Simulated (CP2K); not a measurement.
Consider dimethyl ether at its PBE geometry (Å).

```xyz
9

C     1.1741    0.0583   -0.0962
O    -0.0463    0.2393   -0.8109
C    -1.1789   -0.0335    0.0100
H     1.2889   -0.9857    0.2496
H     1.2303    0.7276    0.7824
H     1.9910    0.3011   -0.7860
H    -1.1803   -1.0821    0.3612
H    -2.0713    0.1424   -0.6025
H    -1.2076    0.6325    0.8925
```

Method: CP2K XAS_TDP, all-electron GAPW, PBEh(45%), aug-cc-pVDZ, TDA, GW2X-corrected core level, no relativity.

Question: Where do the O K-edge lines lie, and how strong are they?

Leading lines: O2 536.30 eV. The leading line of an atom is its first one with 35 % of the strongest within 2.5 eV of its lowest line over the strength cut. Core ionisation energies at this level: O2 538.15 eV.

The first six lines of each atom with a strength over 0.0015:

| atom | energy (eV) | states | strength, one atom | above the computed threshold |
| --- | --- | --- | --- | --- |
| O2 (bonded to 2 C) | 536.30 | 1 | 0.0136 |  |
|  | 536.47 | 1 | 0.0034 |  |
|  | 536.94 | 1 | 0.0188 |  |
|  | 537.88 | 1 | 0.0129 |  |
|  | 538.80 | 2 | 0.0264 | yes |
|  | 538.84 | 1 | 0.0068 | yes |

Lines are vertical, at one geometry, with no vibrational structure. GW2X ionisation energies and lines can be off by 1 to 2 eV either way, and a good line position may hide errors that cancel. These values hold no scalar relativity, about 0.4 eV for O 1s. Rydberg lines, and the discretised continuum above threshold, depend on the basis and the box.

[Banner, clock and machine lines of the logs are left out without a mark of their own.]

[Logs are printed without paths, hosts, clocks, repeated set-up lines and the standing remarks that a program may print on its own settings, such as how far it seeks lower states.]

[Hosts, paths, dates, database ids (printed as entryN), source tags and the programs' standing remarks are cut or masked in the printed files.]
